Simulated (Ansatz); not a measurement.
# LaP (model cell, started as zinc blende): the cell at rest

Task: relax LaP (model cell, started as zinc blende) tightly.

Program: Ansatz 0.2.0. Level of theory: DFT PBEsol, scalar-relativistic, plane waves, norm-conserving pseudopotentials. Results are calculated unless marked as measured.

The structure was built from a prototype and need not be the compound's stable phase.

**1. The starting structure**

Symmetry: F-43m, No. 216, cubic system. Conventional cell: a = 6.469 Å, b = 6.469 Å, c = 6.469 Å, α = 90.00°, β = 90.00°, γ = 90.00°. Nearest to La lie 4 P at 2.80 Å. Nearest to P lie 4 La at 2.80 Å. Farther neighbours are not listed.

**2. A coarse first look**

First a cheap look: the gap decides the mesh and the occupations, the pressure tells how far the cell has to move.

Contents of input.yaml:

```yaml
crystal:
  lattice:
    - [0.0, 3.23455, 3.23455]
    - [3.23455, 0.0, 3.23455]
    - [3.23455, 3.23455, 0.0]
  atoms:
    - { symbol: La, position: [0.0, 0.0, 0.0] }
    - { symbol: P, position: [0.25, 0.25, 0.25] }
kpoints:
  mp_grid: { grid: [6, 6, 6] }
hamiltonian:
  xc: pbesol
  pseudopotentials: { kind: nc }
scf:
  occupations: { method: gaussian, width: 0.1 }
output:
  forces: true
  stress: true
  eigenvalues: true
```

On the command line:

```sh
$ ansatz run input.yaml --threads 4 --pin off --max-ram 7168MiB --backend cpu --events-out ev --progress --plain --runs-dir out
```

Numbers of over 12 decimals in the logs are rounded to 6 here.

Output:

```text
Engine: ansatz 0.2.0, aarch64-unknown-linux-gnu
Pseudopotentials: kind: nc
Pseudopotential: La, nc, valence charge 11, recommended cutoff 1496.626244 eV (normal), La.nc.azcp (PseudoDojo's, or run here from an input of PseudoDojo's: the run reads no file of this project's for it)
[...]
P = ⅓ Tr σ = 1.7792 GPa (17.792 kbar)
--- Band table (eV; the first three rows and the last of 16) ---
  k-point 0: bands = [... 4 lower, -2.2080, 4.9293, 4.9293, 4.9293, 8.0220, 9.3188, 9.3188, 9.3188]
  k-point 1: bands = [... 4 lower, -2.0164, 4.7776, 5.0557, 5.0557, 8.4835, 9.0458, 9.0458, 9.2876]
  k-point 2: bands = [... 4 lower, -1.6781, 4.8858, 5.2761, 5.2761, 8.8284, 8.9921, 8.9921, 9.2278]
  k-point 15: bands = [... 4 lower, -1.2778, 4.6399, 5.7191, 6.3373, 7.7457, 8.9202, 9.1863, 9.3022]
[key lines of the parts left out:]
SCF converged after 7 iterations
Free energy (F): -1145.825468 eV
Fermi energy:    7.044235 eV
```

Run time: 2.1 s. Hardware: 4 threads of Arm Neoverse V2, shared host; peak memory 0.51 GiB; 7.6 s of CPU time.

Numbers from this step:

| Property | Result |
| --- | --- |
| pressure | 1.779 GPa |
| gap on the k-mesh | 1.402 eV |
| volume per atom | 33.84 Å³ |
| direct gap on mesh | 1.408 eV |

The coarse mesh shows a gap of 1.40 eV and a pressure of 1.8 GPa.

**3. Bringing the structure to rest**

Harmonic phonons are second derivatives at a point where the forces vanish, and they are wanted at zero stress, so atoms and cell are relaxed first.

input.yaml, the sections that differ from step 2:

```yaml
scf:
  occupations: { method: gaussian, width: 0.02 }
output:
  forces: true
  stress: true
  eigenvalues: true
  write_density: true
  write_potential: true
  elf: true
  volumetric_format: npy
relax:
  adjacent_minimum: "off"
  f_tol: 0.005
  max_steps: 80
  cell: { stress_tol: 0.05 }
# crystal, kpoints, hamiltonian: as in step 2
```

Output:

```text
[...]
Crystal: 2 atoms, lattice volume = 67.682 Å³
Basis set: ecut = 1496.626244 eV, 8873 PW (Γ), exchange–correlation on 120×120×120 points (8 copies of the dense FFT grid, shifted against one another)
Bands: 12, of which v1, the nominal top of the filled ones, is band 8 counted from 1 (7 counted from 0)
Symmetry: 24 space group operations
[...]
k-points: 16 of 216 (time reversal used)
[...]
SCF iter   1: F=—  HF=-1146.274061 eV  |F-HF|=—  |Δ(HF+E_count)|=         —  Δρ=3.09e-2  dr2=1.45e0  ethr=3.10e-3  ⟨swp⟩=20.1  Hψ=3288  notcnv=0
[...]
SCF iter   7: F=-1145.825468 eV  HF=-1145.825468 eV  |F-HF|=1.79e-9  |Δ(HF+E_count)|=   1.44e-7  Δρ=6.07e-6  dr2=7.63e-9  ethr=6.25e-10  ⟨swp⟩=18.6  Hψ=2237  notcnv=0
SCF 1 converged in 7 iterations: F = -1145.825468 eV  dr2 = 7.63e-9
  Residual-converged pass: ⟨swp⟩=1.4  Hψ=263  notcnv=0  max |occ|·‖R‖ = 6.9e-9 eV (tolerance 1.0e-8 eV)  dr2=7.63e-9  max |Δocc| = 0.0e0
relax step   1: F+E_penalty+E_count = -1145.82546813 eV  Δ(F+E_penalty+E_count) = +0.000e0 eV  max|allowed force component| = 5.089e-17 eV/Å  Δτ_max = 0.0000 Å  P = +1.779 GPa  Ω = 67.682 Å³  (7 SCF iters, dr2 threshold 1.00e-7 eV, accepted)
Crystal: 2 atoms, lattice volume = 72.040 Å³
Basis set: ecut = 1496.626244 eV, 9409 PW (Γ), exchange–correlation on 120×120×120 points (8 copies of the dense FFT grid, shifted against one another)
[...]
iter 1 solved again at ethr=4.67e-5 eV; its pass at ethr=3.10e-3 eV (dr2=7.48e-3 eV) is discarded
[...]
SCF iter   6: F=-1145.829620 eV  HF=-1145.829620 eV  |F-HF|=3.35e-9  |Δ(HF+E_count)|=   4.23e-7  Δρ=3.19e-6  dr2=4.87e-9  ethr=1.25e-9  ⟨swp⟩=19.1  Hψ=2123  notcnv=0
SCF 2 converged in 6 iterations: F = -1145.829620 eV  dr2 = 4.87e-9
[...]
relax step   2: F+E_penalty+E_count = -1145.82961996 eV  Δ(F+E_penalty+E_count) = -4.152e-3 eV  max|allowed force component| = 1.386e-16 eV/Å  Δτ_max = 0.0000 Å  P = -1.320 GPa  Ω = 72.040 Å³  energy of the carried Pulay correction = -9.330e-5 eV  (6 SCF iters, dr2 threshold 2.00e-7 eV, accepted)
Crystal: 2 atoms, lattice volume = 70.117 Å³
Basis set: ecut = 1496.626244 eV, 9257 PW (Γ), exchange–correlation on 120×120×120 points (8 copies of the dense FFT grid, shifted against one another)
[...]
SCF iter   5: F=-1145.838106 eV  HF=-1145.838106 eV  |F-HF|=1.66e-8  |Δ(HF+E_count)|=   7.10e-7  Δρ=1.26e-5  dr2=1.09e-7  ethr=1.25e-9  ⟨swp⟩=17.2  Hψ=2301  notcnv=0
SCF 3 converged in 5 iterations: F = -1145.838106 eV  dr2 = 1.09e-7
relax step   3: F+E_penalty+E_count = -1145.83810563 eV  Δ(F+E_penalty+E_count) = -8.486e-3 eV  max|allowed force component| = 6.621e-17 eV/Å  Δτ_max = 0.0000 Å  P = -0.060 GPa  Ω = 70.117 Å³  energy of the carried Pulay correction = -5.285e-5 eV  (5 SCF iters, dr2 threshold 2.00e-7 eV, accepted)
[...]
relax step   4: F+E_penalty+E_count = -1145.83812371 eV  Δ(F+E_penalty+E_count) = -1.808e-5 eV  max|allowed force component| = 1.044e-16 eV/Å  Δτ_max = 0.0000 Å  P = -0.003 GPa  Ω = 70.034 Å³  energy of the carried Pulay correction = -5.109e-5 eV  (5 SCF iters, dr2 threshold 8.98e-9 eV, accepted)
[...]
SCF iter   1: F=—  HF=-1145.838129 eV  |F-HF|=—  |Δ(HF+E_count)|=         —  Δρ=8.48e-6  dr2=1.67e-9  ethr=1.46e-7  ⟨swp⟩=5.1  Hψ=4234  notcnv=0
eigensolver tolerance schedule: the retry pair's looser diagonalisation over-reported the residual by 13927.89 of it (diagonalisation noise at 1.90 of the residual, at the tolerance the schedule requests for it); recorded, not acted on — ethr = c·dr2/N_el stays at c = 1.0e-1
SCF iter   2: F=—  HF=-1145.838179 eV  |F-HF|=—  |Δ(HF+E_count)|=   4.99e-5  Δρ=4.34e-6  dr2=1.25e-9  ethr=1.05e-11  ⟨swp⟩=5.2  Hψ=609  notcnv=0
[...]
SCF iter   5: F=-1145.838179 eV  HF=-1145.838179 eV  |F-HF|=4.55e-13  |Δ(HF+E_count)|=  8.82e-11  Δρ=5.96e-8  dr2=2.87e-12  ethr=1.00e-12  ⟨swp⟩=8.9  Hψ=1286  notcnv=0
SCF 5 converged in 5 iterations: F = -1145.838179 eV  dr2 = 2.87e-12
relax step   5: F+E_penalty+E_count = -1145.83817893 eV  Δ(F+E_penalty+E_count) = -5.523e-5 eV  max|allowed force component| = 9.628e-17 eV/Å  Δτ_max = 0.0000 Å  P = -0.002 GPa  Ω = 70.034 Å³  stress off target by 1.86e-3 GPa  SCF on the basis re-selected at this cell (its energy is not comparable with the rows above)  (5 SCF iters)
basis re-selected at this cell: Δ(F+E_penalty+E_count) = -5.523e-5 eV, ΔP = +0.001 GPa vs the last step (what re-selecting the basis moved, of the pressure what is left beyond the Pulay correction that the steps carried, after the strain that the cell walked since its last selection, with what the two solves' SCF thresholds leave and, on support functions, any second-order correction that the steps lacked; it is no m [...]
SCF converged after 5 iterations
Free energy (F): -1145.838179 eV
[...]
Internal energy: -1145.838179 eV  (E = F + TS)
E sigma→0 (E₀):  -1145.838179 eV
Fermi energy:    6.705841 eV
[...]
--- Stress (GPa, compression-positive) ---
       -0.001862      -0.000000      -0.000000
       -0.000000      -0.001862       0.000000
       -0.000000       0.000000      -0.001862
  P = ⅓ Tr σ = -0.0019 GPa (-0.019 kbar)
--- Band table (eV; the first three rows and the last of 16) ---
  k-point 0: bands = [... 4 lower, -2.4773, 4.6682, 4.6682, 4.6682, 7.6569, 8.8842, 8.8842, 8.8842]
  k-point 1: bands = [... 4 lower, -2.3031, 4.5110, 4.7878, 4.7878, 8.1036, 8.6731, 8.6731, 8.8565]
  k-point 2: bands = [... 4 lower, -1.9913, 4.5881, 4.9973, 4.9973, 8.4364, 8.6116, 8.6116, 8.8011]
  k-point 15: bands = [... 4 lower, -1.6244, 4.3747, 5.3968, 5.9899, 7.4218, 8.5352, 8.7638, 8.8690]
--- Relaxed structure (4 steps of the walk, 4 accepted, 1 SCFs on fresh bases) ---
  F+E_penalty+E_count = -1145.83817893 eV   max|allowed force component| = 9.628e-17 eV/Å   (the final SCF, on the basis selected at the relaxed cell)
  cell:  # Å, volume = 70.0338 Å³
    - [0, 3.271593, 3.271593]
    - [3.271593, 0, 3.271593]
    - [3.271593, 3.271593, 0]
  atoms:
    - { symbol: La, position: [0, 0, 0] }
    - { symbol: P, position: [0.250000, 0.250000, 0.250000] }
```

Elapsed: 13 s, on 4 threads; peak memory 0.59 GiB.

The steps of the relaxation:

```
step  energy less that of the first step (eV)  largest force component (eV/Å)  pressure (GPa)  volume (Å³)
   1                                   0.0000                          0.0000            1.78        67.68
   2                                  -0.0042                          0.0000           -1.32        72.04
   3                                  -0.0126                          0.0000           -0.06        70.12
   4                                  -0.0127                          0.0000            0.00        70.03
  5*                                  -0.0127                          0.0000            0.00        70.03
```

Relaxation steps marked * repeat the geometry before them on a plane-wave basis chosen anew for their cell, so energy and pressure can jump there.

Forces are held to the 24 operations that the run works with; a distortion that breaks them can't arise in this run.

```
conventional cell, symmetrised  before  after  change
                         a (Å)   6.469  6.543  +1.1 %
                         b (Å)   6.469  6.543  +1.1 %
                         c (Å)   6.469  6.543  +1.1 %
              volume (Å³/atom)   33.84  35.02  +3.5 %
```

The relaxed structure:

```xyz
2
Lattice="0.0000 3.2716 3.2716 3.2716 0.0000 3.2716 3.2716 3.2716 0.0000" Properties=species:S:1:pos:R:3 pbc="T T T"
La    0.0000    0.0000    0.0000
P     1.6358    1.6358    1.6358
```

Numbers from this step:

| Quantity | Value |
| --- | --- |
| pressure | -0.001862 GPa |
| gap on the k-mesh | 1.432 eV |
| volume per atom | 35.02 Å³ |
| direct gap on mesh | 1.432 eV |

Valence density in the ac plane of a cell with a along [110], b along [-110] and c along [001] of the cube at fractional y = 0.000, with atoms of La and P within 0.2 Å of it. It is the smooth field of the valence electrons, not physical close to the nuclei.

Values in e/Å³, 10 rows by 16 columns, each cell a mean:
```
1.2 1.1 0.3 0.3 0.3 0.3 0.8 1.3 1.2 1.1 0.3 0.3 0.3 0.3 0.8 1.3
0.7 0.4 0.4 0.6 0.6 0.5 0.3 0.6 0.7 0.4 0.4 0.6 0.6 0.5 0.3 0.6
0.1 0.1 0.5 0.4 0.3 0.6 0.2 0.1 0.1 0.1 0.5 0.4 0.3 0.6 0.2 0.1
0.0 0.1 0.3 0.6 0.6 0.4 0.1 0.0 0.0 0.1 0.3 0.6 0.6 0.4 0.1 0.0
0.0 0.0 0.1 0.2 0.2 0.1 0.0 0.0 0.0 0.0 0.1 0.2 0.2 0.1 0.0 0.0
0.0 0.0 0.0 0.0 0.0 0.0 0.0 0.0 0.0 0.0 0.0 0.0 0.0 0.0 0.0 0.0
0.0 0.0 0.0 0.0 0.0 0.0 0.0 0.0 0.0 0.0 0.0 0.0 0.0 0.0 0.0 0.0
0.1 0.1 0.0 0.0 0.0 0.0 0.0 0.1 0.1 0.1 0.0 0.0 0.0 0.0 0.0 0.1
1.0 0.5 0.1 0.0 0.0 0.0 0.3 0.9 1.0 0.5 0.1 0.0 0.0 0.0 0.3 0.9
0.9 1.3 0.2 0.1 0.1 0.1 0.9 1.2 0.9 1.3 0.2 0.1 0.1 0.1 0.9 1.2
```
Columns run along a (9.3 Å), rows up along c (6.5 Å), edges of the conventional cell, whose origin can differ from the input's. Atoms in or near the plane, at fractional coordinates: La at (0.50, 0.00), La at (0.00, 0.00), P at (0.75, 0.75), P at (0.25, 0.75).

ELF in the ac plane of a cell with a along [110], b along [-110] and c along [001] of the cube at fractional y = 0.000, with atoms of La and P within 0.2 Å of it. It is the smooth field of the valence electrons, not physical close to the nuclei.

Values, 10 rows by 16 columns, each cell a mean:
```
0.44 0.69 0.35 0.69 0.75 0.41 0.58 0.56 0.44 0.69 0.35 0.69 0.75 0.41 0.58 0.56
0.56 0.36 0.67 0.70 0.62 0.76 0.38 0.50 0.56 0.36 0.67 0.70 0.62 0.76 0.38 0.50
0.08 0.45 0.81 0.35 0.17 0.77 0.61 0.13 0.08 0.45 0.81 0.35 0.17 0.77 0.61 0.13
0.10 0.50 0.79 0.78 0.75 0.81 0.62 0.18 0.10 0.50 0.79 0.78 0.75 0.81 0.62 0.18
0.05 0.22 0.54 0.71 0.73 0.61 0.31 0.08 0.05 0.22 0.54 0.71 0.73 0.61 0.31 0.08
0.05 0.06 0.12 0.23 0.25 0.15 0.07 0.05 0.05 0.06 0.12 0.23 0.25 0.15 0.07 0.05
0.05 0.05 0.04 0.03 0.03 0.04 0.05 0.05 0.05 0.05 0.04 0.03 0.03 0.04 0.05 0.05
0.11 0.06 0.03 0.02 0.02 0.02 0.05 0.10 0.11 0.06 0.03 0.02 0.02 0.02 0.05 0.10
0.74 0.57 0.12 0.04 0.04 0.06 0.44 0.72 0.74 0.57 0.12 0.04 0.04 0.06 0.44 0.72
0.28 0.81 0.29 0.24 0.32 0.17 0.75 0.45 0.28 0.81 0.29 0.24 0.32 0.17 0.75 0.45
```
Columns run along a (9.3 Å), rows up along c (6.5 Å), edges of the conventional cell, whose origin can differ from the input's. Atoms in or near the plane, at fractional coordinates: La at (0.50, 0.00), La at (0.00, 0.00), P at (0.75, 0.75), P at (0.25, 0.75).

Electrostatic potential energy in the ac plane of a cell with a along [110], b along [-110] and c along [001] of the cube at fractional y = 0.000, with atoms of La and P within 0.2 Å of it. With pseudopotentials it is smooth inside the atoms' cores, unlike the true potential.

Ten even steps from '0' (-94 eV) to '9' (11 eV), each cell a mean:
```
01589999997300158999999730
24799999998632479999999863
78898766899877889876689987
99998412699999999841269999
99997301689999999730168999
99998634799999999863479999
99999878999999999987899999
99999999999999999999999999
99999999999999999999999999
99999999999999999999999999
99999999999999999999999999
99999999999999999999999999
99999999999999999999999999
99999999999999999999999999
88999999999988899999999998
56899999998765689999999876
03689999998410368999999841
00589999997200058999999720
```
Columns run along a (9.3 Å; values clipped at the 3rd and 97th percentile), rows up along c (6.5 Å), edges of the conventional cell, whose origin can differ from the input's. Atoms in or near the plane, at fractional coordinates: La at (0.50, 0.00), La at (0.00, 0.00), P at (0.75, 0.75), P at (0.25, 0.75).

In this step the volume went from 33.84 to 35.02 Å³/atom.

**4. Relaxing to small forces for the phonons**

Phonons need a cell at rest on their own settings, so the relaxation is repeated with tight tolerances on forces and stress, using the mesh and the filling of the phonon run that follows.

Contents of input.yaml:

```yaml
crystal:
  lattice:
    - [0.0, 3.2715932356, 3.2715932356]
    - [3.2715932356, 0.0, 3.2715932356]
    - [3.2715932356, 3.2715932356, 0.0]
  atoms:
    - { symbol: La, position: [0.0, 0.0, 0.0] }
    - { symbol: P, position: [0.25, 0.25, 0.25] }
kpoints:
  mp_grid: { grid: [8, 8, 8] }
hamiltonian:
  xc: pbesol
  pseudopotentials: { kind: nc }
scf:
  occupations: { method: fixed }
output:
  forces: true
  stress: true
  eigenvalues: true
relax:
  adjacent_minimum: "off"
  f_tol: 0.001
  max_steps: 60
  cell: { stress_tol: 0.01 }
```

Output:

```text
[...]
Crystal: 2 atoms, lattice volume = 70.034 Å³
Basis set: ecut = 1496.626244 eV, 9257 PW (Γ), exchange–correlation on 120×120×120 points (8 copies of the dense FFT grid, shifted against one another)
Bands: 12, of which v1, the nominal top of the filled ones, is band 8 counted from 1 (7 counted from 0)
[... 1 set-up line as in the run before ...]
[...]
k-point 28: bands = [... 4 lower, -1.6198, 4.7607, 4.9560, 5.9905, 7.3960, 8.5204, 8.7608, 8.8622]
--- Relaxed structure (1 steps of the walk, 1 accepted, 1 SCFs on fresh bases) ---
[...]
cell:  # Å, volume = 70.0338 Å³
    - [0.0, 3.2715932356, 3.2715932356]
    - [3.2715932356, 0.0, 3.2715932356]
    - [3.2715932356, 3.2715932356, 0.0]
  atoms:
    - { symbol: La, position: [0.0, 0.0, 0.0] }
    - { symbol: P, position: [0.25, 0.25, 0.25] }
[key lines of the parts left out:]
SCF converged after 11 iterations
Free energy (F): -1145.837830 eV
Fermi energy:    5.990464 eV
P = ⅓ Tr σ = 0.0047 GPa (0.047 kbar)
```

The job ended after 13 s (4 threads; peak memory 0.63 GiB; 51 s of CPU time).

Little changed from the start: no atom moved by 0.005 Å and no cell edge by 0.1 %.

This step gave:

* pressure: 0.004739 GPa
* gap on the k-mesh: 1.406 eV
* direct gap on mesh: 1.406 eV

The forces vanish by symmetry and the pressure is 0.005 GPa, within the tolerances set. The cell now holds 35.02 Å³/atom.

**5. Summary of results**

```yaml
space_group_after_relaxation_within_0p01_a: F-43m
lattice_constant_a: 6.543 Å
lattice_constant_b: 6.543 Å
lattice_constant_c: 6.543 Å
volume_per_atom: 35.0 Å³
gap_on_the_k_mesh: 1.41 eV
```

The forces vanish by symmetry and the pressure is 0.005 GPa, within the tolerances set. The cell now holds 35.02 Å³/atom. The relaxation keeps the symmetry of its start, so it says nothing on stability against lower symmetry. Spin-orbit coupling is left out, which can matter for the heavy elements here. The starting cell was built on a prototype and not taken from a measurement, so the phase need not exist.

[Logs are printed without paths, hosts, clocks, repeated set-up lines and the standing remarks that a program may print on its own settings, such as how far it seeks lower states.]

[Hosts, paths, dates, database ids (printed as entryN), source tags and the programs' standing remarks are cut or masked in the printed files.]
